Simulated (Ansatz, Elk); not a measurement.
# Bonding as seen by X-rays: Y3MnN, part 2 of 2

The structure of Y3MnN used here is made up (a known structure type with other elements) and was relaxed beforehand with PBEsol. The aim is the Fourier transform of its all-electron density, F(hkl), set beside the sum over free spherical atoms that refinements use.

Elk 11.2.3 (patched build); all-electron DFT.

So far: Set-up; Ground state and structure factors; The magnetisation density.

The structure was built from a prototype and need not be the compound's stable phase.

## 4. The highest occupied states alone

Level of this step: DFT, PBE, all-electron APW+lo, Dirac cores, scalar-relativistic bands, static density, ferromagnetic start (Elk).

An energy window below the Fermi level keeps the highest occupied states, to see at which angles they scatter; shallow core shells can lie inside it and anion s states outside. No new self-consistency is needed.

elk.in

```
tasks
  195

xctype
  20

spinpol
  .true.

rgkmax
  7.0

gmaxvr
  14.0

lmaxo
  7

lmaxapw
  8

swidth
  0.002

tshift
  .false.

ramdisk
  .false.

hmaxvr
  5.5

maxscl
  120

epspot
  1e-06

reducebf
  0.8

wsfac
  -0.284690 0.566550

sppath
  './'

avec
  8.94494135175 0.00000000000 -0.00000000000
  0.00000000000 8.94494135175 0.00000000000
  -0.00000000000 0.00000000000 8.94494135175

atoms
  3
  'Y.in'
  3
  0.5000000000 -0.0000000000 0.5000000000   0.000000 0.000000 0.000000
  0.0000000000 0.5000000000 0.5000000000   0.000000 0.000000 0.000000
  0.5000000000 0.5000000000 0.0000000000   0.000000 0.000000 0.000000
  'Mn.in'
  1
  -0.0000000000 0.0000000000 -0.0000000000   0.000000 0.000000 -0.200000
  'N.in'
  1
  0.5000000000 0.5000000000 0.5000000000   0.000000 0.000000 0.000000

ngridk
  4 4 4
```

The run is started by

```console
$ OMP_NUM_THREADS=4 elk
```

Numbers of over 12 decimals in the logs are rounded to 6 here.

What it wrote:

```text
┌─────────────────────────────────┐
│ Elk code version 11.2.3 started │
└─────────────────────────────────┘

Info(readinput): the functional depends on the density's gradient
 muffin-tin radial points multiplied by    2.00000
 (not where nrmtscf is given)

┌────────────────────┐
│ Current task : 195 │
└────────────────────┘

Info(sfacrho): density structure factors written to SFACRHO.OUT

 Energy window :  -0.2846900000      0.5665500000

┌──────────────────┐
│ Elk code stopped │
└──────────────────┘
```

Wall time 15 s (4 threads of Arm Neoverse V1, shared host); peak memory 0.21 GiB; 18 s of CPU time.

States within 15 eV below the Fermi level hold 21.00 electrons; any levels below the window count with the cores. Their amplitudes can exceed the total, where window and core parts have opposite phase:

```
hkl  sin θ/λ (Å⁻¹)  abs F, window  abs F, all
100          0.106          0.121      18.999
110          0.149          7.412       6.341
111          0.183          0.557     108.358
200          0.211          5.829     113.575
210          0.236          0.143      15.622
211          0.259          3.929       7.409
220          0.299          3.493      98.748
221          0.317          0.593      13.566
300          0.317          0.584      13.534
310          0.334          2.470       7.628
```

## 5. Another functional

The difference from free atoms is small, so it is set against the change that PBEsol makes.

elk.in: that of step 4 with these lines changed.

```diff
@@ -1,6 +1,8 @@
 tasks
+  0
   195
+  196
 
 xctype
-  20
+  22
 
@@ -42,5 +44,2 @@
 
-wsfac
-  -0.284690 0.566550
-
 sppath
```

The run is started by

```console
$ OMP_NUM_THREADS=4 elk
```

What it wrote:

```text
┌─────────────────────────┐
│ Elk code version 11.2.3 │
└─────────────────────────┘

All units are atomic (Hartree, Bohr, etc.)

┌─────────────────────────────────────────────────┐
│ Ground-state run starting from atomic densities │
└─────────────────────────────────────────────────┘

Lattice vectors :
   8.944941352       0.000000000      -0.000000000
   0.000000000       8.944941352       0.000000000
  -0.000000000       0.000000000       8.944941352

Reciprocal lattice vectors :
  0.7024288992      -0.000000000       0.000000000
[...]
total in muffin-tins        :    140.8128541
 total calculated charge     :    148.9985531
 total charge                :    149.0000000
 error                       :   0.1446929873E-02

Moments :
 interstitial                :   0.2439636670
 muffin-tins
  species : 1 (Y)
[...]
species : 2 (Mn)
   atom 1                    :    3.890213035
  species : 3 (N)
   atom 1                    :   0.1060622473E-01
 total in muffin-tins        :    3.681906588
 total moment                :    3.925870255

┌──────────────────────────────┐
│ Self-consistent loop stopped │
└──────────────────────────────┘

Wrote STATE.OUT
[key lines of the parts left out:]
total energy                :     -11363.426658573
```

It took 2.9 min on 4 threads; peak memory 0.47 GiB.

Against the first run R = 0.03 %; the largest change is -0.052 at 200. The moment goes from 3.76 to 3.93 μB.

## 6. A coarser k-mesh

About half the k-points along each axis test the sampling.

elk.in: that of step 5 with these lines changed.

```diff
@@ -6,3 +6,3 @@
 xctype
-  22
+  20
 
@@ -67,2 +67,2 @@
 ngridk
-  4 4 4
+  2 2 2
```

The run is started by

```console
$ OMP_NUM_THREADS=4 elk
```

What it wrote:

```text
┌─────────────────────────┐
│ Elk code version 11.2.3 │
└─────────────────────────┘

All units are atomic (Hartree, Bohr, etc.)

┌─────────────────────────────────────────────────┐
│ Ground-state run starting from atomic densities │
└─────────────────────────────────────────────────┘

Lattice vectors :
   8.944941352       0.000000000      -0.000000000
   0.000000000       8.944941352       0.000000000
  -0.000000000       0.000000000       8.944941352

Reciprocal lattice vectors :
  0.7024288992      -0.000000000       0.000000000
[...]
total in muffin-tins        :    140.8846483
 total calculated charge     :    148.9985163
 total charge                :    149.0000000
 error                       :   0.1483689920E-02

Moments :
 interstitial                :  -0.8413414039
 muffin-tins
  species : 1 (Y)
[...]
species : 2 (Mn)
   atom 1                    :    3.615043176
  species : 3 (N)
   atom 1                    :   0.7842291558E-01
 total in muffin-tins        :    2.726854109
 total moment                :    1.885512705

┌──────────────────────────────┐
│ Self-consistent loop stopped │
└──────────────────────────────┘

Wrote STATE.OUT
[key lines of the parts left out:]
total energy                :     -11370.630028056
```

Elapsed: 97 s, on 4 threads; peak memory 0.47 GiB; 4.6 min of CPU time.

Against the first run R = 0.05 %; the largest change is +0.089 at 111. The moment goes from 3.76 to 1.89 μB.

## 7. Settings against the effect

| run | R against the first run (%) | R against neutral atoms, low angle (%) | wall time |
| --- | --- | --- | --- |
| PBE, rgkmax 7 | 0.00 | 0.62 | 3 min |
| PBEsol | 0.03 | 0.59 | 2.9 min |
| k-mesh 2×2×2 | 0.05 | 0.61 | 97 s |

## 8. What came out

| Quantity | Value |
| --- | --- |
| R against neutral atoms, sin θ/λ < 0.3 Å⁻¹ | 0.62 % |
| R against neutral atoms, 0.3 to 0.82 Å⁻¹ | 0.21 % |

**Reading.** Independent neutral atoms miss the calculated amplitudes by R = 0.62 % below 0.3 Å⁻¹ and 0.21 % from there to 0.82 Å⁻¹; by shells, 3.21 % below 0.15 Å⁻¹ (2 forms), 0.47 % 0.15 to 0.3 (5 forms), 0.23 % 0.3 to 0.45 (12 forms), 0.20 % above 0.45 (57 forms). Bonding, aspherical density and the tables' own atoms all enter these figures, and the runs don't part them. The largest change of an amplitude is -0.58 electrons, at 111. The magnetic order is that of the start. No other order was tried here, and an antiferromagnetic one would change or move the magnetic intensity. The window's part falls from 21.0 electrons at the origin to at most 0.96 between 0.45 and 0.82 Å⁻¹, where compact states inside the window still scatter. Below 0.3 Å⁻¹ the changes that finished (PBEsol and k-mesh 2×2×2) move F by R = 0.07 % at most, against the 0.62 % that separates it from free atoms. The magnetic factors move by R = 0.4 % (PBEsol) and 6.7 % (k-mesh 2×2×2), so they aren't settled to better than that. The basis has no finished test. Part of the difference isn't bonding: the tables are fits to free atoms and ions calculated by other methods than this functional. Thermal motion, anomalous dispersion and extinction are left out.

[Logs are printed without paths, hosts, clocks, repeated set-up lines and the standing remarks that a program may print on its own settings, such as how far it seeks lower states.]

[Hosts, paths, dates, database ids (printed as entryN), source tags and the programs' standing remarks are cut or masked in the printed files.]
